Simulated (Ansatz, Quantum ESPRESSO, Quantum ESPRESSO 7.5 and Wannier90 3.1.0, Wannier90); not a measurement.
# Ballistic channels from Wannier functions: zigzag Ag chain, bond 2.66 Å, width 1.6 Å

Aim: a Wannier model and the conductance steps that follow from it, for this wire: zigzag Ag chain, bond 2.66 Å, width 1.6 Å.

Main program and level: Quantum ESPRESSO 7.5 and Wannier90 3.1.0; plane-wave DFT, PBE, GBRV ultrasoft pseudopotentials (cross-check by Ansatz 0.2.0 with PAW datasets).

Most raw output is cut from this account.

## Step 1: The structure

The cell holds 2 atoms: 2 Ag. Cell: a = 9.000 Å, b = 8.000 Å, c = 4.250 Å, α = 90.0°, β = 90.0°, γ = 90.0°. Vacuum lies along a and b. The structure's axis is c.

## Step 2: Self-consistent run

scf.in reads:

```
&control
  prefix = 'scf'
  outdir = './out'
  pseudo_dir = './pseudo'
  calculation = 'scf'
  tprnfor = .true.
/
&system
  ibrav = 0
  nat = 2
  ntyp = 1
  ecutwfc = 34
  ecutrho = 170
  occupations = 'smearing'
  smearing = 'mv'
  degauss = 0.005
/
&electrons
  conv_thr = 1e-07
  mixing_beta = 0.4
  electron_maxstep = 120
  mixing_mode = 'local-TF'
/
ATOMIC_SPECIES
  Ag  107.8682  ag_pbe_v1.4.uspp.F.UPF
CELL_PARAMETERS angstrom
  9.00000000000000 0.00000000000000 0.00000000000000
  0.00000000000000 8.00000000000000 0.00000000000000
  0.00000000000000 0.00000000000000 4.24998823527783
ATOMIC_POSITIONS crystal
  Ag  -0.088888888900 0.000000000000 0.000000000000
  Ag  0.088888888900 0.000000000000 0.500000000000
K_POINTS automatic
  1 1 16 0 0 0
```

On the command line:

```
> OMP_NUM_THREADS=1 mpirun -n 2 pw.x -nk 1 -in scf.in > scf.out
```

Elapsed: 18 s, on 2 MPI ranks of Arm Neoverse V1, shared host; peak memory 0.33 GiB.

Read from the output:

```
free energy  : -8041.7028 eV
Fermi energy : -1.668 eV
```

The program's own clock; routines nest. Time by routine:

```csv
routine,wall time (s),calls
PWSCF,17.34,1
electrons,16.33,1
c_bands,9.53,12
cegterg,9.22,108
h_psi,7.1,453
fftw,6.87,15308
vloc_psi,6.34,453
sum_band,3.17,12
newd,1.69,13
mix_rho,1.69,12
ffts,0.91,1376
init_run,0.65,1
calbec,0.55,597
v_of_rho,0.38,13
```

The run needed 12 iterations to bring the estimated error under 1e-07 Ry; the largest force on any atom, held or free, is 0.15 eV/Å.

## Step 3: Full uniform mesh without symmetry

Wannier90 needs the states on a whole uniform mesh, listed point by point, without symmetry.

nscf.in, as its differences from the input of step 2:

```diff
@@ -1,7 +1,6 @@
 &control
-  prefix = 'scf'
+  prefix = 'nscf'
   outdir = './out'
   pseudo_dir = './pseudo'
-  calculation = 'scf'
-  tprnfor = .true.
+  calculation = 'nscf'
 /
@@ -16,5 +15,8 @@
   degauss = 0.005
+  nosym = .true.
+  noinv = .true.
+  nbnd = 37
 /
 &electrons
-  conv_thr = 1e-07
+  conv_thr = 1e-09
   mixing_beta = 0.4
@@ -22,2 +24,3 @@
   mixing_mode = 'local-TF'
+  diago_full_acc = .true.
 /
@@ -32,3 +35,11 @@
   Ag  0.088888888900 0.000000000000 0.500000000000
-K_POINTS automatic
-  1 1 16 0 0 0
+K_POINTS crystal
+8
+  0.0000000000 0.0000000000 0.0000000000 0.125
+  0.0000000000 0.0000000000 0.1250000000 0.125
+  0.0000000000 0.0000000000 0.2500000000 0.125
+  0.0000000000 0.0000000000 0.3750000000 0.125
+  0.0000000000 0.0000000000 0.5000000000 0.125
+  0.0000000000 0.0000000000 0.6250000000 0.125
+  0.0000000000 0.0000000000 0.7500000000 0.125
+  0.0000000000 0.0000000000 0.8750000000 0.125
```

On the command line:

```
> cp -r out/scf.save out/nscf.save
> cp out/scf.xml out/nscf.xml
> OMP_NUM_THREADS=1 mpirun -n 2 pw.x -nk 1 -in nscf.in > nscf.out
```

Run time: 12 s. Hardware: 2 MPI ranks; peak memory 0.15 GiB; 24 s of CPU time.

This step gave:

* Fermi energy: -1.669 eV

The program's own clock; routines nest. Time by routine:

| routine | wall time (s) | calls |
| --- | --- | --- |
| PWSCF | 11.52 | 1 |
| electrons | 11.11 | 1 |
| c_bands | 11.11 | 1 |
| cegterg | 10.67 | 26 |
| h_psi | 6.69 | 468 |
| vloc_psi | 5.98 | 468 |
| fftw | 5.47 | 11858 |
| cdiaghg | 0.61 | 442 |
| h_psi:calbec | 0.35 | 468 |
| calbec | 0.34 | 468 |
| add_vuspsi | 0.33 | 468 |
| s_psi | 0.32 | 468 |
| init_run | 0.29 | 1 |
| newd | 0.14 | 1 |

## Step 4: Neighbour list from wannier90 -pp

The .win file sets projections and windows: states in the frozen window are kept exactly, the outer window gives room to disentangle.

wan.win reads:

```
num_wann = 12
num_bands = 37
num_iter = 200
num_print_cycles = 20
conv_tol = 1e-8
conv_window = 5
guiding_centres = true
dis_num_iter = 1500
dis_conv_tol = 1e-8
dis_win_min = -12.6683
dis_win_max = 7.3317
dis_froz_max = -0.1683
search_shells = 120
fermi_energy = -1.6683

transport = true
transport_mode = bulk
one_dim_axis = z
dist_cutoff = 16.9
dist_cutoff_mode = one_dim
tran_win_min = -4.0
tran_win_max = 2.0
tran_energy_step = 0.02

bands_plot = true
bands_num_points = 96
begin kpoint_path
G 0.0 0.0 0.0 Z 0.0 0.0 0.5
end kpoint_path

begin projections
Ag:s;d
end projections

begin unit_cell_cart
ang
  9.0000000000 0.0000000000 0.0000000000
  0.0000000000 8.0000000000 0.0000000000
  0.0000000000 0.0000000000 4.2499882353
end unit_cell_cart

begin atoms_frac
  Ag -0.0888888889 0.0000000000 0.0000000000
  Ag 0.0888888889 0.0000000000 0.5000000000
end atoms_frac

mp_grid = 1 1 8
begin kpoints
  0.0 0.0 0.0000000000
  0.0 0.0 0.1250000000
  0.0 0.0 0.2500000000
  0.0 0.0 0.3750000000
  0.0 0.0 0.5000000000
  0.0 0.0 0.6250000000
  0.0 0.0 0.7500000000
  0.0 0.0 0.8750000000
end kpoints
```

On the command line:

```
> OMP_NUM_THREADS=1 wannier90.x -pp wan > wan.pp.log
```

Wall time 0.46 s (1 MPI rank); peak memory 0.09 GiB.

## Step 5: Overlaps and projections

pw2wannier90.x computes the overlaps between neighbouring k-points and the projections.

wan.p2w.in reads:

```
&inputpp
  prefix = 'nscf'
  outdir = './out'
  seedname = 'wan'
  write_mmn = .true.
  write_amn = .true.
  write_unk = .false.
/
```

On the command line:

```
> OMP_NUM_THREADS=1 mpirun -n 2 pw2wannier90.x -in wan.p2w.in > wan.p2w.out
```

The job ended after 6.1 s (2 MPI ranks; peak memory 0.15 GiB).

## Step 6: Localisation, bands and conductance

After disentangling and localising, transport_mode = bulk builds principal layers from hoppings within dist_cutoff and counts open channels.

wan.win is that of step 4.

On the command line:

```
> OMP_NUM_THREADS=1 wannier90.x wan > wan.run.log
```

It took 3 s on 1 MPI rank; peak memory 0.09 GiB.

Numbers from this step:

```
lead channels at the Fermi level, one spin                                        : 1.0000
total spread                                                                      : 15.00 Å²
gauge-invariant spread                                                            : 14.10 Å²
largest misfit to plane-wave levels between mesh points, inside the frozen window : 0.1203 eV
```

Per spin. Quantum conductance of the perfect wire, open channels against energy, zero at the Fermi level:

```
energy (eV)  quantum conductance of the perfect wire, open channels
    -4.0000                                                       1
    -3.7600                                                       2
    -3.5000                                                   1.000
    -3.2600                                                    2.00
    -3.0000                                                    3.00
    -2.7600                                                       1
    -2.5000                                                  4.0e-9
    -2.2600                                                  2.9e-8
    -2.0000                                                   1.000
    -1.7600                                                       1
    -1.5000                                                       1
    -1.2600                                                       1
    -1.0200                                                       1
    -0.7600                                                       1
    -0.5000                                                       1
    -0.2600                                                       1
     0.0000                                                       1
     0.2400                                                       1
     0.5000                                                       1
     0.7400                                                       1
     1.0000                                                       1
     1.2400                                                       2
     1.5000                                                       2
     1.7400                                                  3.5e-5
```

Wannier functions:

```csv
no.,x (Å),y (Å),z (Å),spread (Å²)
1,-0.858,0,0,3.864
2,-0.789,0,0,0.7782
3,-0.8065,0,0,0.7758
4,-0.7963,0,0,0.6972
5,-0.8034,0,0,0.7166
6,-0.7984,0,0,0.6676
7,0.858,0,2.125,3.864
8,0.789,0,2.125,0.7782
9,0.8065,0,2.125,0.7758
10,0.7963,0,2.125,0.6972
11,0.8034,0,2.125,0.7166
12,0.7984,0,2.125,0.6676
```

Electronic bands along the path, in eV, zero at the Fermi level; # counts the bands kept:

```csv
point,#8,#9,#10,#11,#12
Γ,-2.99,-2.94,-2.69,-2.15,1.06
halfway,-3.04,-2.95,-2.66,-1.72,1.70
Z,-3.01,-2.93,-2.93,-0.01,-0.01
```

Bands and channels are those of the Wannier model: bands that were not projected, and all outside the frozen window, are missing or only approximate.

## Step 7: Neighbour list from wannier90 -pp, with dis_froz_max − E_F = -2.0

A sensitivity test on the input.

wan_w.win, as its differences from the input of step 6:

```diff
@@ -11,3 +11,3 @@
 dis_win_max = 7.3317
-dis_froz_max = -0.1683
+dis_froz_max = -3.6683
 search_shells = 120
```

On the command line:

```
> OMP_NUM_THREADS=1 wannier90.x -pp wan_w > wan_w.pp.log
```

Run time: 0.45 s. Hardware: 1 MPI rank; peak memory 0.09 GiB.

## Step 8: Overlaps and projections

The follow-up step for that run.

wan_w.p2w.in reads:

```
&inputpp
  prefix = 'nscf'
  outdir = './out'
  seedname = 'wan_w'
  write_mmn = .true.
  write_amn = .true.
  write_unk = .false.
/
```

On the command line:

```
> OMP_NUM_THREADS=1 mpirun -n 2 pw2wannier90.x -in wan_w.p2w.in > wan_w.p2w.out
```

Elapsed: 6.1 s, on 2 MPI ranks; peak memory 0.15 GiB.

## Step 9: Wannier functions and transport, with dis_froz_max − E_F = -2.0

wan_w.win, as its differences from the input of step 6:

```diff
@@ -11,3 +11,3 @@
 dis_win_max = 7.3317
-dis_froz_max = -0.1683
+dis_froz_max = -3.6683
 search_shells = 120
```

On the command line:

```
> OMP_NUM_THREADS=1 wannier90.x wan_w > wan_w.run.log
```

Elapsed: 3.3 s, on 1 MPI rank; peak memory 0.09 GiB.

The changed values were drawn from a wide range, not chosen for quality; the comparison shows what they did here together.

The total spread is 12.1 against 15.0 Å². Between −2 and 1.5 eV the channel count differs from the first run's at 9 % of the energies, and at the Fermi level it is 1 against 1. The frozen window now ends below the Fermi level, so the states there are no longer held.

## Step 10: Neighbour list from wannier90 -pp, with num_wann = 13

One more run, with a changed input.

wan_bad.win, as its differences from the input of step 6:

```diff
@@ -1,2 +1,2 @@
-num_wann = 12
+num_wann = 13
 num_bands = 37
```

On the command line:

```
> OMP_NUM_THREADS=1 wannier90.x -pp wan_bad > wan_bad.pp.log
```

It took 0.44 s on 1 MPI rank; peak memory 0.09 GiB.

The program refused the input before any cycle.

The fault put into the input: more Wannier functions than projections (num_wann = 13).

Each Wannier function needs a starting projection, or random ones must be asked for.

## Step 11: The same in Ansatz

As a check, the same structure is run in Ansatz.

Level of this step: plane-wave DFT, PBE, Ansatz PAW (Ansatz 0.2.0).

input.yaml reads:

```yaml
crystal:
  lattice:
    - [9.0, 0.0, 0.0]
    - [0.0, 8.0, 0.0]
    - [0.0, 0.0, 4.2499882353]
  atoms:
    - { symbol: Ag, position: [-0.0888888889, 0.0, 0.0] }
    - { symbol: Ag, position: [0.0888888889, 0.0, 0.5] }
kpoints:
  mp_grid: { grid: [1, 1, 16] }
hamiltonian:
  xc: pbe
scf:
  occupations: { method: fermi_dirac, width: 0.05 }
  convergence: { dr2_threshold: 1.0e-08 }
output:
  transmission:
    leads: [[0, 0]]
    e_range: [-4.0, 2.0]
    de: 0.05
    kmesh: [1, 1]
    reduced_basis: true
```

On the command line:

```
> ansatz run input.yaml --threads 2 --pin off --max-ram 4096MiB --backend cpu --events-out ev --progress --plain --runs-dir out
```

Run time: 48 s. Hardware: 2 threads; peak memory 0.59 GiB; 93 s of CPU time.

Read from the output:

| Property | Result |
| --- | --- |
| free energy | -15178.5902 eV |
| energy at zero smearing | -15178.5859 eV |
| smearing term TS | 0.008668 eV |
| Fermi energy | -1.672 eV |
| symmetry operations | 8 |
| lead channels at the Fermi level, one spin | 1 |

Per spin. Open channels against energy, zero at the Fermi level:

energy (eV), open channels and a bar:
```
   -4.000       1.00 ##########
   -3.800       2.00 ####################
   -3.600       1.00 ##########
   -3.400       1.00 ##########
   -3.200       2.00 ####################
   -3.000       3.00 ##############################
   -2.800       1.00 ##########
   -2.600       0.00 
   -2.400       0.00 
   -2.200       0.00 
   -2.000       1.00 ##########
   -1.800       1.00 ##########
   -1.600       1.00 ##########
   -1.400       1.00 ##########
   -1.200       1.00 ##########
   -1.000       1.00 ##########
   -0.800       1.00 ##########
   -0.600       1.00 ##########
   -0.400       1.00 ##########
   -0.200       1.00 ##########
    0.000       1.00 ##########
    0.200       1.00 ##########
    0.400       1.00 ##########
    0.600       1.00 ##########
    0.800       1.00 ##########
    1.000       1.00 ##########
    1.200       2.00 ####################
    1.400       2.00 ####################
    1.600       2.00 ####################
    1.800       0.00
```

## Step 12: By hand

1 channel × 77.48 µS = 77 µS, a two-terminal resistance of 12.906/1 = 12.91 kΩ whatever the wire's length, as long as nothing scatters.

## Step 13: Outcome

```json
{
 "open channels at the Fermi level, per spin": "1",
 "total spread": "15.0 Å²",
 "gauge-invariant spread": "14.1 Å²",
 "largest band misfit in the frozen window": "0.120 eV",
 "channels at the Fermi level by Ansatz": "1"
}
```

What this shows: The wire offers 1 channel per spin at the Fermi level. Between -4 and 1.5 eV the channel count from Wannier functions equals that from Ansatz's layer matching at 97 % of the energies; outside the frozen window the Wannier bands are not held to the plane-wave ones. The interpolated bands miss plane-wave levels by up to 0.12 eV between mesh points, so steps of the conductance can sit that far off. The wire is perfect, so the conductance only counts bands: each channel, with its partner of the other spin, carries G₀ = 2e²/h. It was run without spin polarisation, which was not tested.

[Logs are printed without paths, hosts, clocks, repeated set-up lines and the standing remarks that a program may print on its own settings, such as how far it seeks lower states.]

[Hosts, paths, dates, database ids (printed as entryN), source tags and the programs' standing remarks are cut or masked in the printed files.]

[Maps of the electrostatic potential energy from Ansatz leave out the sawtooth potential of an applied field or a dipole correction, so their vacuum need not be flat; planar profiles and work functions include it.]
